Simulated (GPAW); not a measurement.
**Work function of a 8-layer slab of Sr(100) at several levels**

How far do functional and basis move the work function of a 8-layer slab of Sr(100)?

Main program and level: GPAW 26.7.0; GPAW, PAW setups; slab in vacuum, relaxation, in the first sound run; inputs show where later runs differ.

### Step 1. Set-up

The cell holds 8 atoms: 8 Sr. Its edges and angles: a = 4.299 Å, b = 4.299 Å, c = 35.280 Å, α = 90.0°, β = 90.0°, γ = 90.0°. Vacuum lies along c.

### Step 2. Relaxation

The atoms are relaxed first, since the surface dipole, and with it the work function, follows the positions of the outer layers. The lowest 4 atoms are held at bulk positions and keep their forces.

run.py reads:

```python
import json
import numpy as np
from ase import Atoms
from ase.constraints import FixAtoms
from ase.optimize import BFGS
from gpaw import GPAW, PW

slab = Atoms(
    ['Sr', 'Sr', 'Sr', 'Sr', 'Sr', 'Sr', 'Sr', 'Sr'],
    positions=[
        [2.14960, 2.14960, 7.00000],
        [0.00000, 0.00000, 10.04000],
        [2.14960, 2.14960, 13.08000],
        [0.00000, 0.00000, 16.12000],
        [2.14960, 2.14960, 19.16000],
        [0.00000, 0.00000, 22.20000],
        [2.14960, 2.14960, 25.24000],
        [0.00000, 0.00000, 28.28000]],
    cell=[[4.29921, 0.0, 0.0], [0.0, 4.29921, 0.0], [0.0, 0.0, 35.28]],
    pbc=[True, True, False])

slab.calc = GPAW(mode=PW(400), xc='PBE', kpts={'size': (7, 7, 1), 'gamma': True},
                 occupations={'name': 'fermi-dirac', 'width': 0.1}, nbands='160%',
                 convergence={'density': 1e-05}, maxiter=200,
                 poissonsolver={'dipolelayer': 'xy'},
                 symmetry={'tolerance': 1e-3, 'extra_ids': [1, 1, 1, 1, 0, 0, 0, 0]}, txt='slab.txt')
result = {}
slab.set_constraint(FixAtoms([0, 1, 2, 3]))
path = []
opt = BFGS(slab, maxstep=0.2)
opt.attach(lambda: path.append((slab.get_potential_energy(), slab.positions.tolist(), slab.get_forces().tolist())))
result['relaxed'] = bool(opt.run(fmax=0.03, steps=40))
result['path'] = path
energy = slab.get_potential_energy()
fermi = slab.calc.get_fermi_level()
v = slab.calc.get_electrostatic_potential().mean((0, 1)) - fermi
n = slab.calc.get_pseudo_density().mean((0, 1))
L = slab.cell[2, 2]
z = np.arange(len(v)) * L / len(v)
low, high = slab.positions[:, 2].min(), slab.positions[:, 2].max()
below, above = np.interp([low - 4.8, high + 4.8], z, v)
slopes = [np.interp(x, z, np.gradient(v, z)) for x in (low - 4.8, high + 4.8)]
eps = np.array([[slab.calc.get_eigenvalues(k, s) for k in range(len(slab.calc.get_ibz_k_points()))]
                for s in range(slab.calc.get_number_of_spins())]) - fermi
top, bottom = eps[eps < 0].max(), eps[eps > 0].min()
dipole = slab.get_dipole_moment()[2]
print(f'energy {energy:.4f} eV, Fermi level {fermi:.4f} eV, dipole {dipole:.5f} e A')
print(f'potential 4.8 A off the faces, from the Fermi level: lower {below:.4f} eV, upper {above:.4f} eV')
print(f'slope of the potential there: lower {slopes[0]:.5f}, upper {slopes[1]:.5f} eV/A')
print(f'nearest levels on the mesh: {top:.4f} and {bottom:.4f} eV')
print('magnetic moment', round(slab.get_magnetic_moment(), 3))
result.update(energy=energy, fermi=fermi, dipole=dipole, below=below, above=above, slopes=slopes, edges=[top, bottom],
              z=z.tolist(), v=v.tolist(), n=n.tolist(), positions=slab.positions.tolist(),
              forces=slab.get_forces(apply_constraint=False).tolist(), moments=slab.get_magnetic_moments().tolist())
json.dump(result, open('result.json', 'w'))
```

Started as:

```bash
$ OMP_NUM_THREADS=1 OPENBLAS_NUM_THREADS=1 python run.py
```

What it wrote:

```text
Step          Energy          fmax
BFGS:    0      -12.708179        0.074735
BFGS:    1      -12.708308        0.073100
BFGS:    2      -12.710563        0.025765
energy -12.5400 eV, Fermi level 1.6421 eV, dipole 0.00080 e A
potential 4.8 A off the faces, from the Fermi level: lower 2.5486 eV, upper 2.5405 eV
slope of the potential there: lower -0.00804, upper 0.00806 eV/A
nearest levels on the mesh: -0.0157 and 0.0203 eV
magnetic moment 0.0
```

It took 16 min on 1 thread of Arm Neoverse V1, shared host; peak memory 0.43 GiB.

The steps of the relaxation:

| step | energy less that of the first step (eV) | largest force (eV/Å) |
| --- | --- | --- |
| 1 | 0.0000 | 0.0747 |
| 2 | -0.0001 | 0.0731 |
| 3 | -0.0025 | 0.0258 |

The atoms that moved most (Å):

```csv
atom,dx,dy,dz,length
Sr8,0.000,0.000,-0.034,0.034
Sr7,0.000,0.000,0.026,0.026
```

The relaxed structure:

```cif
data_structure
_symmetry_space_group_name_H-M 'P 1'
_symmetry_Int_Tables_number 1
_cell_length_a 4.2992
_cell_length_b 4.2992
_cell_length_c 35.2800
_cell_angle_alpha 90.000
_cell_angle_beta 90.000
_cell_angle_gamma 90.000
_cell_volume 652.09
loop_
_atom_site_label
_atom_site_type_symbol
_atom_site_fract_x
_atom_site_fract_y
_atom_site_fract_z
_atom_site_occupancy
Sr1 Sr 0.50000 0.50000 0.19841 1
Sr2 Sr 0.00000 0.00000 0.28458 1
Sr3 Sr 0.50000 0.50000 0.37075 1
Sr4 Sr 0.00000 0.00000 0.45692 1
Sr5 Sr 0.50000 0.50000 0.54304 1
Sr6 Sr 0.00000 0.00000 0.62928 1
Sr7 Sr 0.50000 0.50000 0.71617 1
Sr8 Sr 0.00000 0.00000 0.80063 1
```

Numbers from this step:

```yaml
dipole_along_the_normal: 8.00e-4 e·Å
levels_nearest_the_fermi_level_on_the_mesh: -0.01575, 0.02028 eV from the Fermi level
upper_work_function: 2.541 eV
lower_work_function: 2.549 eV
```

The electrostatic potential energy of an electron (without an applied field's), less the Fermi level, planar mean oscillates, so the rows of the table below give means over windows of 3.04 Å about each position, cut where the curve ends. Its maxima inside the range that stand out by 2 % of the span (Å: eV): 8.5: 0.817, 11.6: 0.750, 14.6: 0.747, 17.6: 0.750, 20.7: 0.755, 23.7: 0.805, 26.8: 0.677. Its minima: 7.0: -10.7, 10.1: -10.4, 13.1: -10.4, 16.1: -10.4, 19.1: -10.4, 22.2: -10.4, 25.3: -10.4, 28.2: -10.8.

Electrostatic potential energy of an electron (without an applied field's), less the Fermi level, planar mean against z; means over each step:

| z (Å) | electrostatic potential energy of an electron (without an applied field's), less the Fermi level, planar mean (eV) |
| --- | --- |
| 1.52 | 2.55 |
| 4.56 | 1.78 |
| 7.60 | -3.58 |
| 10.64 | -3.40 |
| 13.68 | -3.42 |
| 16.72 | -3.42 |
| 19.76 | -3.42 |
| 22.80 | -3.40 |
| 25.84 | -3.44 |
| 28.88 | -3.31 |
| 31.92 | 2.45 |
| 34.96 | 2.54 |

The pseudo valence density, planar mean oscillates, so the rows of the table below give means over windows of 3.15 Å about each position, cut where the curve ends. Its maxima inside the range that stand out by 2 % of the span (Å: e/Å³): 6.9: 0.416, 10.1: 0.420, 13.0: 0.418, 16.2: 0.419, 19.1: 0.419, 22.3: 0.418, 25.2: 0.417, 28.4: 0.409. Its minima: 8.6: 0.0469, 11.6: 0.0446, 14.7: 0.0455, 17.6: 0.0449, 20.6: 0.0455, 23.7: 0.0438, 26.7: 0.0489.

Pseudo valence density, planar mean against z; means over each step:

z (Å), pseudo valence density, planar mean (e/Å³) and a bar:
```
     1.57      0.000 
     4.72      0.019 ###
     7.87      0.178 ###########################
    11.02      0.179 ############################
    14.17      0.181 ############################
    17.32      0.183 ############################
    20.47      0.184 ############################
    23.62      0.182 ############################
    26.77      0.194 ##############################
    29.92      0.072 ###########
    33.07      0.000
```

The relaxation lowered the energy of the cell by 0.00252 eV (energies extrapolated to zero smearing; the optimiser's log prints free energies). The largest force left on a free atom is 0.026 eV/Å.

### Step 3. The slab's potential

The work function is the vacuum plateau of the electrostatic potential less the Fermi level; a dipole layer lets the two faces have plateaus of their own.

This step: GPAW, PAW setups; slab in vacuum (GPAW 26.7.0).

Changes to run.py since step 2:

```diff
@@ -3,4 +3,2 @@
 from ase import Atoms
-from ase.constraints import FixAtoms
-from ase.optimize import BFGS
 from gpaw import GPAW, PW
@@ -14,6 +12,6 @@
         [0.00000, 0.00000, 16.12000],
-        [2.14960, 2.14960, 19.16000],
-        [0.00000, 0.00000, 22.20000],
-        [2.14960, 2.14960, 25.24000],
-        [0.00000, 0.00000, 28.28000]],
+        [2.14960, 2.14960, 19.15838],
+        [-0.00000, -0.00000, 22.20113],
+        [2.14960, 2.14960, 25.26631],
+        [0.00000, 0.00000, 28.24630]],
     cell=[[4.29921, 0.0, 0.0], [0.0, 4.29921, 0.0], [0.0, 0.0, 35.28]],
@@ -25,10 +23,4 @@
                  poissonsolver={'dipolelayer': 'xy'},
-                 symmetry={'tolerance': 1e-3, 'extra_ids': [1, 1, 1, 1, 0, 0, 0, 0]}, txt='slab.txt')
+                 symmetry={'tolerance': 1e-3}, txt='slab.txt')
 result = {}
-slab.set_constraint(FixAtoms([0, 1, 2, 3]))
-path = []
-opt = BFGS(slab, maxstep=0.2)
-opt.attach(lambda: path.append((slab.get_potential_energy(), slab.positions.tolist(), slab.get_forces().tolist())))
-result['relaxed'] = bool(opt.run(fmax=0.03, steps=40))
-result['path'] = path
 energy = slab.get_potential_energy()
```

What it wrote:

```text
energy -12.5400 eV, Fermi level 1.6420 eV, dipole 0.00084 e A
potential 4.8 A off the faces, from the Fermi level: lower 2.5487 eV, upper 2.5407 eV
slope of the potential there: lower -0.00804, upper 0.00807 eV/A
nearest levels on the mesh: -0.0157 and 0.0203 eV
magnetic moment 0.0
```

It took 7.1 min on 1 thread; peak memory 0.41 GiB.

Numbers from this step:

| Property | Result |
| --- | --- |
| dipole along the normal | 8.38e-4 e·Å |
| levels nearest the Fermi level on the mesh | -0.01574, 0.02026 eV from the Fermi level |

The electrostatic potential energy of an electron (without an applied field's), less the Fermi level, planar mean oscillates, so the rows of the table below give means over windows of 3.04 Å about each position, cut where the curve ends. Its maxima inside the range that stand out by 2 % of the span (Å: eV): 8.5: 0.817, 11.6: 0.750, 14.6: 0.747, 17.6: 0.750, 20.7: 0.755, 23.7: 0.805, 26.8: 0.677. Its minima: 7.0: -10.7, 10.1: -10.4, 13.1: -10.4, 16.1: -10.4, 19.1: -10.4, 22.2: -10.4, 25.3: -10.4, 28.2: -10.8.

Electrostatic potential energy of an electron (without an applied field's), less the Fermi level, planar mean against z; means over each step:

(Unchanged from step 2.)

The pseudo valence density, planar mean oscillates, so the rows of the table below give means over windows of 3.15 Å about each position, cut where the curve ends. Its maxima inside the range that stand out by 2 % of the span (Å: e/Å³): 6.9: 0.416, 10.1: 0.420, 13.0: 0.418, 16.2: 0.419, 19.1: 0.419, 22.3: 0.418, 25.2: 0.417, 28.4: 0.409. Its minima: 8.6: 0.0469, 11.6: 0.0446, 14.7: 0.0455, 17.6: 0.0449, 20.6: 0.0455, 23.7: 0.0438, 26.7: 0.0489.

Pseudo valence density, planar mean against z; means over each step:

```
z (Å)  pseudo valence density, planar mean (e/Å³)
 1.57                                      8.3e-5
 4.72                                      0.0195
 7.87                                       0.178
11.02                                       0.179
14.17                                       0.181
17.32                                       0.183
20.47                                       0.184
23.62                                       0.182
26.77                                       0.194
29.92                                      0.0718
33.07                                      2.4e-4
```

Force by atom:

| atom | x (eV/Å) | y (eV/Å) | z (eV/Å) | size |
| --- | --- | --- | --- | --- |
| Sr1 | 0.0000 | 0.0000 | 0.0745 | 0.0745 |
| Sr2 | 0.0000 | 0.0000 | -0.0596 | 0.0596 |
| Sr3 | 0.0000 | 0.0000 | -0.0021 | 0.0021 |
| Sr4 | 0.0000 | 0.0000 | 0.0022 | 0.0022 |
| Sr5 | 0.0000 | 0.0000 | -0.0015 | 0.0015 |
| Sr6 | 0.0000 | 0.0000 | 0.0206 | 0.0206 |
| Sr7 | 0.0000 | 0.0000 | -0.0093 | 0.0093 |
| Sr8 | 0.0000 | 0.0000 | -0.0254 | 0.0254 |

The potential is flat to 0.008 eV/Å where it is read, so the vacuum is wide enough.

### Step 4. Self-consistent run: xc = "LDA"

The same geometry under LDA, to see how far the functional moves the levels against the vacuum.

Changes to run.py since step 3:

```diff
@@ -19,3 +19,3 @@
 
-slab.calc = GPAW(mode=PW(400), xc='PBE', kpts={'size': (7, 7, 1), 'gamma': True},
+slab.calc = GPAW(mode=PW(400), xc='LDA', kpts={'size': (7, 7, 1), 'gamma': True},
                  occupations={'name': 'fermi-dirac', 'width': 0.1}, nbands='160%',
```

What it wrote:

```text
energy -14.2954 eV, Fermi level 1.4669 eV, dipole 0.00067 e A
potential 4.8 A off the faces, from the Fermi level: lower 2.6787 eV, upper 2.6723 eV
slope of the potential there: lower -0.00719, upper 0.00722 eV/A
nearest levels on the mesh: -0.0124 and 0.0225 eV
magnetic moment 0.0
```

Wall time 7.1 min (1 thread); peak memory 0.42 GiB.

This step gave:

```yaml
dipole_along_the_normal: 6.67e-4 e·Å
levels_nearest_the_fermi_level_on_the_mesh: -0.01237, 0.02252 eV from the Fermi level
upper_work_function: 2.672 eV
lower_work_function: 2.679 eV
```

The electrostatic potential energy of an electron (without an applied field's), less the Fermi level, planar mean oscillates, so the rows of the table below give means over windows of 3.04 Å about each position, cut where the curve ends. Its maxima inside the range that stand out by 2 % of the span (Å: eV): 8.5: 1.02, 11.6: 0.961, 14.6: 0.958, 17.6: 0.960, 20.7: 0.965, 23.7: 1.01, 26.8: 0.886. Its minima: 7.0: -10.6, 10.1: -10.2, 13.1: -10.2, 16.1: -10.2, 19.1: -10.2, 22.2: -10.2, 25.3: -10.2, 28.2: -10.6.

The electrostatic potential energy of an electron (without an applied field's), less the Fermi level, planar mean by z; means over each step:

z (Å), electrostatic potential energy of an electron (without an applied field's), less the Fermi level, planar mean (eV) and a bar from the least value:
```
     1.52        2.7 ##############################
     4.56        1.9 ##########################
     7.60       -3.4 
    10.64       -3.2 #
    13.68       -3.2 #
    16.72       -3.2 #
    19.76       -3.2 #
    22.80       -3.2 #
    25.84       -3.2 #
    28.88       -3.1 #
    31.92        2.6 ##############################
    34.96        2.7 ##############################
```

The pseudo valence density, planar mean oscillates, so the rows of the table below give means over windows of 3.15 Å about each position, cut where the curve ends. Its maxima inside the range that stand out by 2 % of the span (Å: e/Å³): 6.9: 0.416, 10.1: 0.420, 13.0: 0.418, 16.2: 0.419, 19.1: 0.420, 22.3: 0.418, 25.2: 0.417, 28.4: 0.409. Its minima: 8.6: 0.0470, 11.6: 0.0448, 14.7: 0.0457, 17.6: 0.0451, 20.6: 0.0456, 23.7: 0.0439, 26.7: 0.0491.

Pseudo valence density, planar mean against z; means over each step:

z (Å), pseudo valence density, planar mean (e/Å³) and a bar:
```
     1.57      0.000 
     4.72      0.019 ###
     7.87      0.178 ###########################
    11.02      0.179 ############################
    14.17      0.181 ############################
    17.32      0.183 ############################
    20.47      0.184 ############################
    23.62      0.182 ############################
    26.77      0.194 ##############################
    29.92      0.072 ###########
    33.07      0.000
```

Force by atom:

```csv
atom,x (eV/Å),y (eV/Å),z (eV/Å),size
Sr1,0.000,0.000,0.224,0.224
Sr2,0.000,0.000,-0.061,0.061
Sr3,0.000,0.000,-0.002,0.002
Sr4,0.000,0.000,0.003,0.003
Sr5,0.000,0.000,-0.002,0.002
Sr6,0.000,0.000,0.017,0.017
Sr7,0.000,0.000,0.003,0.003
Sr8,0.000,0.000,-0.183,0.183
```

The upper face's work function is 2.672 eV, against 2.541 eV in the first plane-wave PBE run at this geometry.

### Step 5. Self-consistent run: xc = "revPBE"

The same geometry under revPBE, to see how far the functional moves the levels against the vacuum.

Changes to run.py since step 4:

```diff
@@ -19,3 +19,3 @@
 
-slab.calc = GPAW(mode=PW(400), xc='LDA', kpts={'size': (7, 7, 1), 'gamma': True},
+slab.calc = GPAW(mode=PW(400), xc='revPBE', kpts={'size': (7, 7, 1), 'gamma': True},
                  occupations={'name': 'fermi-dirac', 'width': 0.1}, nbands='160%',
```

What it wrote:

```text
energy -11.3269 eV, Fermi level 1.7169 eV, dipole 0.00090 e A
potential 4.8 A off the faces, from the Fermi level: lower 2.4714 eV, upper 2.4628 eV
slope of the potential there: lower -0.00853, upper 0.00855 eV/A
nearest levels on the mesh: -0.0176 and 0.0184 eV
magnetic moment 0.0
```

It took 9.2 min on 1 thread; peak memory 0.42 GiB.

This step gave:

| Item | Value |
| --- | --- |
| dipole along the normal | 8.97e-4 e·Å |
| levels nearest the Fermi level on the mesh | -0.01764, 0.01841 eV from the Fermi level |
| upper work function | 2.463 eV |
| lower work function | 2.471 eV |

The upper face's work function is 2.463 eV, against 2.541 eV in the first plane-wave PBE run at this geometry.

### Step 6. OptPBE vdW: xc = "optPBE-vdW"

The same geometry under optPBE-vdW, to see how far the functional moves the levels against the vacuum (the van der Waals functionals take revPBE setups).

Changes to run.py since step 5:

```diff
@@ -19,3 +19,3 @@
 
-slab.calc = GPAW(mode=PW(400), xc='revPBE', kpts={'size': (7, 7, 1), 'gamma': True},
+slab.calc = GPAW(mode=PW(400), xc='optPBE-vdW', kpts={'size': (7, 7, 1), 'gamma': True},
                  occupations={'name': 'fermi-dirac', 'width': 0.1}, nbands='160%',
```

What it wrote:

```text
energy -114.1767 eV, Fermi level 1.5814 eV, dipole 0.00053 e A
potential 4.8 A off the faces, from the Fermi level: lower 2.7046 eV, upper 2.6992 eV
slope of the potential there: lower -0.01781, upper 0.01810 eV/A
nearest levels on the mesh: -0.0149 and 0.0158 eV
magnetic moment 0.0
```

The job ended after 9.6 min (1 thread; peak memory 0.74 GiB).

Numbers from this step:

- dipole along the normal: 5.28e-4 e·Å
- levels nearest the Fermi level on the mesh: -0.01490, 0.01579 eV from the Fermi level
- upper work function: 2.699 eV
- lower work function: 2.705 eV

The electrostatic potential energy of an electron (without an applied field's), less the Fermi level, planar mean oscillates, so the rows of the table below give means over windows of 3.04 Å about each position, cut where the curve ends. Its maxima inside the range that stand out by 2 % of the span (Å: eV): 8.5: 0.819, 11.6: 0.770, 14.6: 0.765, 17.6: 0.769, 20.7: 0.773, 23.7: 0.826, 26.8: 0.680. Its minima: 7.0: -10.7, 10.1: -10.3, 13.1: -10.4, 16.1: -10.3, 19.1: -10.4, 22.2: -10.4, 25.3: -10.3, 28.2: -10.7.

Table of electrostatic potential energy of an electron (without an applied field's), less the Fermi level, planar mean by z; means over each step:

z (Å), electrostatic potential energy of an electron (without an applied field's), less the Fermi level, planar mean (eV) and a bar from the least value:
```
     1.52        2.7 ##############################
     4.56        1.9 ##########################
     7.60       -3.6 
    10.64       -3.4 #
    13.68       -3.4 #
    16.72       -3.4 #
    19.76       -3.4 #
    22.80       -3.4 #
    25.84       -3.4 #
    28.88       -3.3 #
    31.92        2.6 #############################
    34.96        2.7 ##############################
```

The upper face's work function is 2.699 eV, against 2.541 eV in the first plane-wave PBE run at this geometry.

(Continued in part 2 of 2.)

[Logs are printed without paths, hosts, clocks, repeated set-up lines and the standing remarks that a program may print on its own settings, such as how far it seeks lower states.]

[Hosts, paths, dates, database ids (printed as entryN), source tags and the programs' standing remarks are cut or masked in the printed files.]
